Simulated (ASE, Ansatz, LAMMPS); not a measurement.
# Twisted graphene bilayer, 27.80° (52 atoms): support functions against a reference

Aim: test how closely localised support functions follow the reference on twisted graphene bilayer, 27.80° (52 atoms), and at what cost.

Calculated with Ansatz 0.2.0; Kohn-Sham DFT, PBE+D3(BJ), PAW (set soft_2), plane waves.

## (1) Starting point

The cell holds 52 atoms: 52 C. Its edges and angles: a = 8.870 Å, b = 8.870 Å, c = 15.530 Å, α = 90.0°, β = 90.0°, γ = 120.0°. It derives from C (graphene). Graphene (a = 2.46 Å) under graphene (a = 2.46 Å), bilayer, commensurate cell of 13 unit cells a layer, twist 27.80 deg; facing planes 3.53 Å apart as built; 12 Å of vacuum; minimised with a classical potential. Regions: layer 1, 26 atoms (26 C); layer 2, 26 atoms (26 C). Vacuum lies along c.

Limits known from the start: One k-point is far too coarse for the carbon or group-IV sheet, and it can put spurious forces of up to about 1 eV/Å on the sheet's atoms. Beside vacuum, support functions can miss their usual error bounds without a warning. The Brillouin zone is sampled at Γ only, in a cell whose shortest periodic width is 8 Å.

## (2) The classical run that made the cell

A minimisation with a classical potential prepares the built cell.

This step: classical potential: AIREBO (Stuart, Tutein and Harrison, J. Chem. Phys. 112, 6472 (2000)) (LAMMPS stable Jul 2025 - Update 4).

Input file in.lammps:

```
units metal
atom_style atomic
boundary p p p
atom_modify map array
read_data structure.data
pair_style airebo 3.0 1 1
pair_coeff * * CH.airebo C
thermo_style custom step temp pe press lx ly lz fmax
thermo 200
min_style cg
minimize 0 1e-4 3000 30000
write_data relaxed.data nocoeff
```

Launch:

```
lmp -in in.lammps -log log.lammps -screen none -nocite
```

Numbers of over 12 decimals in the logs are rounded to 6 here.

Output:

```text
LAMMPS (22 Jul 2025 - Update 4)
  52 atoms
   Step          Temp          PotEng         Press            Lx             Ly             Lz            Fmax     
         0   0             -386.37335     -58643.864      8.8697         7.6813855      15.53          0.017551068  
        58   0             -386.40251     -57955.135      8.8697         7.6813855      15.53          1.2270919e-05
Loop time of 0.667365 on 1 procs for 58 steps with 52 atoms
Minimization stats:
  Stopping criterion = force tolerance
  Energy initial, next-to-last, final = 
     -386.373349128346  -386.402510578438  -386.402510578555
  Force two-norm initial, final = 0.11220433 7.7654331e-05
  Force max component initial, final = 0.017551068 1.2270919e-05
  Iterations, force evaluations = 58 115
```

Run time: 1.5 s. Hardware: 1 thread of Intel Xeon at 2.80GHz (Skylake/Cascade Lake), shared host.

## (3) Plane-wave single point

The first run fixes the reference, at a cutoff of 420 eV.

Input file input.yaml:

```yaml
crystal:
  lattice:
    - [8.8697, 0.0, 0.0]
    - [-4.43485, 7.68139, 0.0]
    - [0.0, 0.0, 15.53]
  atoms:
    - { symbol: C, position: [0.12821, 0.17949, 0.39053] }
    - { symbol: C, position: [0.17949, 0.05128, 0.39053] }
    - { symbol: C, position: [0.20513, 0.48718, 0.39053] }
    - { symbol: C, position: [0.25641, 0.35897, 0.39056] }
    - { symbol: C, position: [0.28205, 0.79487, 0.39053] }
    - { symbol: C, position: [0.33333, 0.66667, 0.39051] }
    - { symbol: C, position: [0.35897, 0.10256, 0.39056] }
    - { symbol: C, position: [0.41026, 0.97436, 0.39053] }
    - { symbol: C, position: [0.4359, 0.41026, 0.39053] }
    - { symbol: C, position: [0.48718, 0.28205, 0.39053] }
    - { symbol: C, position: [0.51282, 0.71795, 0.39053] }
    - { symbol: C, position: [0.5641, 0.58974, 0.39053] }
    - { symbol: C, position: [0.58974, 0.02564, 0.39053] }
    - { symbol: C, position: [0.64103, 0.89744, 0.39056] }
    - { symbol: C, position: [0.66667, 0.33333, 0.39051] }
    - { symbol: C, position: [0.71795, 0.20513, 0.39053] }
    - { symbol: C, position: [0.74359, 0.64103, 0.39056] }
    - { symbol: C, position: [0.79487, 0.51282, 0.39053] }
    - { symbol: C, position: [0.82051, 0.94872, 0.39053] }
    - { symbol: C, position: [0.87179, 0.82051, 0.39053] }
    - { symbol: C, position: [0.89744, 0.25641, 0.39056] }
    - { symbol: C, position: [0.94872, 0.12821, 0.39053] }
    - { symbol: C, position: [0.97436, 0.5641, 0.39053] }
    - { symbol: C, position: [0.02564, 0.4359, 0.39053] }
    - { symbol: C, position: [0.05128, 0.87179, 0.39053] }
    - { symbol: C, position: [0.10256, 0.74359, 0.39056] }
    - { symbol: C, position: [0.74359, 0.10256, 0.60944] }
    - { symbol: C, position: [0.79487, 0.28205, 0.60947] }
    - { symbol: C, position: [0.66667, 0.33333, 0.60949] }
    - { symbol: C, position: [0.71795, 0.51282, 0.60947] }
    - { symbol: C, position: [0.4359, 0.02564, 0.60947] }
    - { symbol: C, position: [0.48718, 0.20513, 0.60947] }
    - { symbol: C, position: [0.58974, 0.5641, 0.60947] }
    - { symbol: C, position: [0.64103, 0.74359, 0.60944] }
    - { symbol: C, position: [0.35897, 0.25641, 0.60944] }
    - { symbol: C, position: [0.41026, 0.4359, 0.60947] }
    - { symbol: C, position: [0.12821, 0.94872, 0.60947] }
    - { symbol: C, position: [0.17949, 0.12821, 0.60947] }
    - { symbol: C, position: [0.51282, 0.79487, 0.60947] }
    - { symbol: C, position: [0.5641, 0.97436, 0.60947] }
    - { symbol: C, position: [0.28205, 0.48718, 0.60947] }
    - { symbol: C, position: [0.33333, 0.66667, 0.60949] }
    - { symbol: C, position: [0.05128, 0.17949, 0.60947] }
    - { symbol: C, position: [0.10256, 0.35897, 0.60944] }
    - { symbol: C, position: [0.82051, 0.87179, 0.60947] }
    - { symbol: C, position: [0.87179, 0.05128, 0.60947] }
    - { symbol: C, position: [0.20513, 0.71795, 0.60947] }
    - { symbol: C, position: [0.25641, 0.89744, 0.60944] }
    - { symbol: C, position: [0.97436, 0.41026, 0.60947] }
    - { symbol: C, position: [0.02564, 0.58974, 0.60947] }
    - { symbol: C, position: [0.89744, 0.64103, 0.60944] }
    - { symbol: C, position: [0.94872, 0.82051, 0.60947] }
kpoints:
  mp_grid: { grid: [1, 1, 1] }
hamiltonian:
  xc: pbe
  dispersion: d3bj
scf:
  occupations: { method: gaussian, width: 0.05 }
output:
  forces: true
  populations: intrinsic
  dos:
    method: { smearing: { sigma: 0.1 } }
    de: 0.1
    projected:
      site_lists:
        C: [C]
        layer_1: [0, 1, 2, 3, 4, 5, 6, 7, 8, 9, 10, 11, 12, 13, 14, 15, 16, 17, 18, 19, 20, 21, 22, 23, 24, 25]
        layer_2: [26, 27, 28, 29, 30, 31, 32, 33, 34, 35, 36, 37, 38, 39, 40, 41, 42, 43, 44, 45, 46, 47, 48, 49, 50, 51]
  eigenvalues: true
  write_density: true
  write_potential: true
  volumetric_format: npy
```

Launch:

```
ansatz run input.yaml --threads 8 --pin off --max-ram 15872MiB --backend cpu --events-out ev --progress --plain --runs-dir out
```

Output:

```text
Warning: the atoms were moved onto the symmetric positions of the space group found under crystal.symmetry.tolerance 1.0e-5 (fractional; no operation is sought that the atoms, as they stand in a round, miss by more than twice it, and no atom is moved by as much as it), and the run uses the moved positions. [...]
Engine: ansatz 0.2.0, aarch64-unknown-linux-gnu
Pseudopotentials: kind: paw
Pseudopotential: C, paw, valence charge 4, recommended cutoff 420 eV (normal), C.paw.azcp
[... 5 lines on functional and potentials left out ...]
Crystal: 52 atoms, lattice volume = 1058.084 Å³
Basis set: ecut = 420 eV, 20637 PW (Γ), exchange–correlation on 120×120×216 points (8 copies of the dense FFT grid, shifted against one another)
Bands: 156, of which v1, the nominal top of the filled ones, is band 104 counted from 1 (103 counted from 0)
Symmetry: 12 space group operations
Space group: P622 (ITA 177), of the structure as read, at distance tolerance 1.0e-4 Å
k-points: 1
[... 3 lines on functional and potentials left out ...]
Initial density: superposition of atomic densities (neutral atoms: chi_scale 0, normalization atom), corrected by the library's trained network
Initial wavefunctions: pseudopotential atomic-orbital guess
Functional: x = pbe(κ = 0.804, μ = 0.219515), c = pbe(β = 0.066725)
SCF iter   1: F=—  HF=-13053.194971 eV  |F-HF|=—  |Δ(HF+E_count)|=         —  Δρ=2.50e-3  dr2=9.37e-2  ethr=1.77e-3  ⟨swp⟩=13.0  Hψ=1216  notcnv=0  defer=19
preconditioner: auto → Resta (q_TF=auto, 2.080 Å⁻¹)  ε∞=2.2  [insulator: Δε(μ)=3.238 eV  Ē_g=14.754 eV  σ=0.050 eV  W_gap=1.00  n_scr=148 (ndim 8)  ℏωp=16.5 eV  f_vac=0.552  D(μ)=0.00/eV (n_scr^D=0)  ε∞_Penn≈2.2  vacuum switching on, ρ_ref=1.6e-2 e/Å³]
SCF iter   2: F=—  HF=-13053.181341 eV  |F-HF|=—  |Δ(HF+E_count)|=   1.36e-2  Δρ=1.11e-3  dr2=1.79e-2  ethr=4.51e-5  ⟨swp⟩=3.0  Hψ=282  notcnv=0  defer=36
SCF iter   3: F=—  HF=-13053.180578 eV  |F-HF|=—  |Δ(HF+E_count)|=   7.63e-4  Δρ=2.27e-4  dr2=6.70e-4  ethr=8.61e-6  ⟨swp⟩=2.0  Hψ=214  notcnv=0  defer=36
SCF iter   4: F=—  HF=-13053.181256 eV  |F-HF|=—  |Δ(HF+E_count)|=   6.79e-4  Δρ=7.86e-5  dr2=6.68e-5  ethr=3.22e-7  ⟨swp⟩=2.0  Hψ=182  notcnv=0  defer=36
SCF iter   5: F=—  HF=-13053.182583 eV  |F-HF|=—  |Δ(HF+E_count)|=   1.33e-3  Δρ=3.20e-5  dr2=1.70e-5  ethr=3.21e-8  ⟨swp⟩=2.0  Hψ=201  notcnv=0  defer=36
SCF iter   6: F=—  HF=-13053.182580 eV  |F-HF|=—  |Δ(HF+E_count)|=   2.95e-6  Δρ=7.40e-6  dr2=3.08e-7  ethr=8.18e-9  ⟨swp⟩=2.0  Hψ=200  notcnv=0  defer=36
SCF iter   7: F=-13053.182583 eV  HF=-13053.182583 eV  |F-HF|=5.34e-8  |Δ(HF+E_count)|=   3.01e-6  Δρ=1.97e-6  dr2=7.16e-8  ethr=4.81e-11  ⟨swp⟩=26.0  Hψ=1676  notcnv=0
SCF 1 converged in 7 iterations: F = -13053.182583 eV  dr2 = 7.16e-8
  greatest PAW one-centre occupation: 0.674 electrons in one spin orbital (limit 2), on the C atom at site 49 (counted from 0), in its partial waves of l = 0
SCF converged after 7 iterations
Free energy (F): -13053.182583 eV
Harris-Foulkes:  -13053.182583 eV  (|F-HF|=5.34e-8)
Internal energy: -13053.182583 eV  (E = F + TS)
E sigma→0 (E₀):  -13053.182583 eV
Fermi energy:    0.519594 eV
--- Per-component energies (eV) ---
  E_band       = -1768.703530
  E_kinetic    = 4740.655919
  E_local      = -62995.892565  (includes V_loc(G=0)·N_el)
  E_nonlocal   = 1422.991911
  E_hartree    = 29256.408439
  E_xc         = -2499.034878
  E_vxc        = -3094.092741  (∫ρ·V_xc dr)
  E_paw        = -5167.041041  (= ΣΔE_a)
  E_vpaw       = -355.173906  (= ΣTr[D̂ρ^β])
  E_aug_tail   = 0.000400  (compensation charges beyond the density's cutoff)
  E_ewald      = 22194.919689
  E_disp       = -6.190458  (pairwise vdW)
  E_smearing   = -0.000000  (= −TS)
  E_closure    = -0.000000  (closes the sum)
  Σ components = -13053.182583   (vs F -13053.182583, Δ=0.00e0)
--- Forces (eV/Å), atoms counted from 1 ---
  atom   1  C      0.01035193     0.02716010    -0.01002976
  atom   2  C      0.02869730     0.00461502    -0.01002976
  atom   3  C     -0.03019218     0.02399923    -0.00817344
  atom   4  C     -0.00961323    -0.03970317    -0.00167747
  atom   5  C      0.03588003     0.01414758    -0.00817344
  atom   6  C      0.00000000     0.00000000    -0.01987374
  atom   7  C     -0.03919057    -0.01152629    -0.00167747
  atom   8  C     -0.00786613    -0.03337299    -0.00584559
  atom   9  C      0.02496879    -0.02349876    -0.00584559
  atom  10  C      0.00568785     0.03814681    -0.00817344
  atom  11  C     -0.00568785    -0.03814681    -0.00817344
  atom  12  C     -0.02496879     0.02349876    -0.00584559
  atom  13  C      0.00786613     0.03337299    -0.00584559
  atom  14  C      0.03919057     0.01152629    -0.00167747
[...]
atom  51  C     -0.00961323     0.03970317     0.00167747
  atom  52  C      0.01035193    -0.02716010     0.01002976
  max |Σ_I F_I| component: 4.86e-17 eV/Å
--- Band table (eV) ---
  k-point 0: bands = ["-18.9845", "-18.8487", "-17.1736", "-17.1736", [... 140 levels ...], "8.0698", "8.0698", "8.0700", "8.0700", "8.0718", "8.0719", "8.1561", "9.0411", "9.0411", "9.0412", "9.0412", "9.2132"]
--- intrinsic populations: 52 sites ---
  site symbol       q [e]
     0      C      4.0001
     1      C      4.0001
     2      C      4.0003
[...]
51      C      4.0001
  spilling = -0.000000 (of n_electrons = 208.000000)
```

Wall time 2.6 s (8 threads of Arm Neoverse V2, shared host); peak memory 0.9 GiB; 17 s of CPU time.

The program notes that positions were snapped to a detected symmetry.

Numbers from this run:

```yaml
free_energy: -13053.1826 eV
free_energy_per_atom: -251.0227 eV/atom
scf_cycles: 7
r_m_s_force_component: 0.02059 eV/Å
longest_force: 0.04088 eV/Å
fermi_energy: 0.5196 eV
potential_in_mid_vacuum_over_the_fermi_level: 4.357 eV
potential_4p5_a_over_the_upper_face: 4.357 eV
potential_4p5_a_under_the_lower_face: 4.357 eV
```

Length of the force by element:

| element | coordination | atoms | mean length of the force (eV/Å) | spread | least | most |
| --- | --- | --- | --- | --- | --- | --- |
| C | all | 52 | 0.0352 | 0.0059 | 0.0199 | 0.0409 |

Intrinsic-atomic-orbital charges by element:

```csv
element,coordination,atoms,mean charge (e),spread,least,most
C,all,52,0,5.0e-4,-0.001,7.0e-4
```

By region:

| region | atoms | mean length of the force (eV/Å) | net charge (e) |
| --- | --- | --- | --- |
| layer 1 | 26 | 0.035 | 0 |
| layer 2 | 26 | 0.035 | 0 |

Density of states as counts of states in windows of 1 eV (from the Fermi level), total and the larger projections:

```
from (eV)  to (eV)  total   C p  layer 1  layer 2  C s
      -14      -13    0.0   0.0      0.0      0.0  0.0
      -13      -12   24.0  16.5     11.8     11.8  7.2
      -12       -9    0.0   0.0      0.0      0.0  0.0
       -9       -8    4.1   3.8      2.0      2.0  0.3
       -8       -7   47.7  40.9     23.7     23.7  6.5
       -7       -6    0.4   0.4      0.2      0.2  0.0
       -6       -5   43.1  42.2     21.4     21.4  0.6
       -5       -4    4.6   4.6      2.3      2.3  0.0
       -4       -3    1.5   1.5      0.8      0.8  0.0
       -3       -2   18.5  18.5      9.2      9.2  0.0
       -2       -1   12.0  11.9      6.0      6.0  0.0
       -1        1    0.0   0.0      0.0      0.0  0.0
        1        2   13.4  12.9      6.5      6.5  0.0
        2        3   10.6  10.3      5.1      5.1  0.0
        3        4    3.2   0.0      0.0      0.0  0.0
        4        5    1.2   0.0      0.0      0.0  0.0
```

Between -20 and -14 eV lie 52 more states.

The levels nearest the highest filled one (over half full), pooled over k-points and spins:

| level less the highest filled one (eV) | occupation |
| --- | --- |
| -0.180 | 2 |
| -0.126 | 2 |
| -0.126 | 2 |
| -0.0382 | 2 |
| -0.0382 | 2 |
| 0 | 2 |
| 3.23 | 0 |
| 3.27 | 0 |
| 3.27 | 0 |
| 3.36 | 0 |
| 3.36 | 0 |
| 3.42 | 0 |

Planar average of the electrostatic potential energy along the normal, with the Fermi level as zero, after a running mean with a triangular window 4 Å wide at its base:

```csv
height (Å),potential energy (eV)
0.0,4.36
0.4,4.36
0.9,4.36
1.3,4.36
1.7,4.36
2.2,4.35
2.6,4.34
3.0,4.30
3.5,4.08
4.0,2.65
4.5,0.25
4.9,-2.65
5.3,-5.54
5.8,-7.92
6.2,-8.50
6.6,-6.87
7.0,-4.53
7.5,-3.00
7.9,-2.79
8.3,-3.88
8.8,-6.08
9.2,-8.15
9.6,-8.38
10.1,-6.44
10.5,-3.63
10.9,-0.70
11.4,1.95
11.9,3.91
12.4,4.26
12.8,4.33
13.2,4.35
13.7,4.36
14.1,4.36
14.5,4.36
15.0,4.36
15.4,4.36
```

Valence density in the ca plane at fractional y = 0.026, with atoms of C within 0.2 Å of it. It is the smooth field of the valence electrons, not physical close to the nuclei.

Values in e/Å³, 13 rows by 16 columns, each cell a mean:
```
0.0 0.0 0.0 0.0 0.0 0.2 0.6 0.1 0.1 0.5 0.3 0.0 0.0 0.0 0.0 0.0
0.0 0.0 0.0 0.0 0.0 0.5 1.4 0.2 0.1 1.3 0.8 0.0 0.0 0.0 0.0 0.0
0.0 0.0 0.0 0.0 0.0 0.2 0.6 0.1 0.1 1.0 0.6 0.0 0.0 0.0 0.0 0.0
0.0 0.0 0.0 0.0 0.0 0.2 0.4 0.1 0.1 0.8 0.5 0.0 0.0 0.0 0.0 0.0
0.0 0.0 0.0 0.0 0.0 0.4 1.2 0.2 0.1 1.3 0.8 0.0 0.0 0.0 0.0 0.0
0.0 0.0 0.0 0.0 0.0 0.6 1.6 0.2 0.1 1.1 0.7 0.0 0.0 0.0 0.0 0.0
0.0 0.0 0.0 0.0 0.0 0.4 1.3 0.2 0.1 1.3 0.8 0.0 0.0 0.0 0.0 0.0
0.0 0.0 0.0 0.0 0.0 0.5 1.5 0.2 0.1 1.3 0.8 0.0 0.0 0.0 0.0 0.0
0.0 0.0 0.0 0.0 0.0 0.4 1.2 0.2 0.1 0.5 0.3 0.0 0.0 0.0 0.0 0.0
0.0 0.0 0.0 0.0 0.0 0.3 1.0 0.2 0.1 0.3 0.2 0.0 0.0 0.0 0.0 0.0
0.0 0.0 0.0 0.0 0.0 0.5 1.5 0.2 0.1 1.0 0.7 0.0 0.0 0.0 0.0 0.0
0.0 0.0 0.0 0.0 0.0 0.3 1.0 0.2 0.1 0.8 0.5 0.0 0.0 0.0 0.0 0.0
0.0 0.0 0.0 0.0 0.0 0.1 0.2 0.1 0.0 0.2 0.1 0.0 0.0 0.0 0.0 0.0
```
Columns run along c (15.5 Å), rows up along a (8.9 Å). Atoms in or near the plane, at fractional coordinates: C at (0.39, 0.18), C at (0.39, 0.59), C at (0.61, 0.44), C at (0.61, 0.87).

Electrostatic potential energy in the ca plane at fractional y = 0.026, with atoms of C within 0.2 Å of it. With pseudopotentials it is smooth inside the atoms' cores, unlike the true potential.

Ten even steps from '0' (-33 eV) to '9' (5 eV), each cell a mean:
```
99999999999999998889999998888999999999999999
99999999999999987678999997436899999999999999
99999999999999985358999984002899999999999999
99999999999999985258999983002799999999999999
99999999999999987678999996225899999999999999
99999999999999998889999998657999999999999999
99999999999999998889999997436899999999999999
99999999999999987678999997446899999999999999
99999999999999961027999986226899999999999999
99999999999999950005999985004899999999999999
99999999999999961016999986115899999999999999
99999999999999985358999997336899999999999999
99999999999999973037999984002899999999999999
99999999999999971017999982001799999999999999
99999999999999974148999985104899999999999999
99999999999999985358999998768999999999999999
99999999999999985358999999888999999999999999
99999999999999986578999998888999999999999999
99999999999999973037999998667999999999999999
99999999999999950006999997336899999999999999
99999999999999961016999997436899999999999999
99999999999999986468999998668999999999999999
99999999999999998889999999888999999999999999
99999999999999998889999999889999999999999999
```
Columns run along c (15.5 Å; values clipped at the 3rd and 97th percentile), rows up along a (8.9 Å). Atoms in or near the plane, at fractional coordinates: C at (0.39, 0.18), C at (0.39, 0.59), C at (0.61, 0.44), C at (0.61, 0.87).

Intrinsic-atomic-orbital charges run from -0.00 to +0.00 e. The potential stands 4.36 eV above the Fermi level over the upper face and 4.36 eV under the lower one, a reading of the work function, with no dipole correction. The Fermi level falls in a spacing of 3.2 eV between levels, so it is uncertain by that much.

## (4) Structure statistics

Bonds and neighbours are counted at the geometry of the runs.

Normalised to the volume that the atoms fill. Pair distribution function in bins of 0.1 Å:

```csv
r (Å),total
1.35,0.00
1.45,8.32
1.55,0.00
1.65,0.00
1.75,0.00
1.85,0.00
1.95,0.00
2.05,0.00
2.15,0.00
2.25,0.00
2.35,0.00
2.45,5.52
2.55,0.00
2.65,0.00
2.75,0.00
2.85,2.12
2.95,0.00
3.05,0.00
3.15,0.00
3.25,0.00
3.35,0.00
3.45,0.47
3.55,0.41
3.65,0.39
3.75,2.46
3.85,0.53
3.95,0.41
4.05,0.16
4.15,0.60
4.25,1.99
4.35,0.34
4.45,0.13
4.55,0.38
4.65,0.42
4.75,0.11
4.85,0.33
4.95,1.71
5.05,0.40
5.15,1.38
5.25,0.14
5.35,0.45
5.45,0.17
5.55,0.21
5.65,0.85
```

[end of part 1 of 2]

[Logs are printed without paths, hosts, clocks, repeated set-up lines and the standing remarks that a program may print on its own settings, such as how far it seeks lower states.]

[Hosts, paths, dates, database ids (printed as entryN), source tags and the programs' standing remarks are cut or masked in the printed files.]
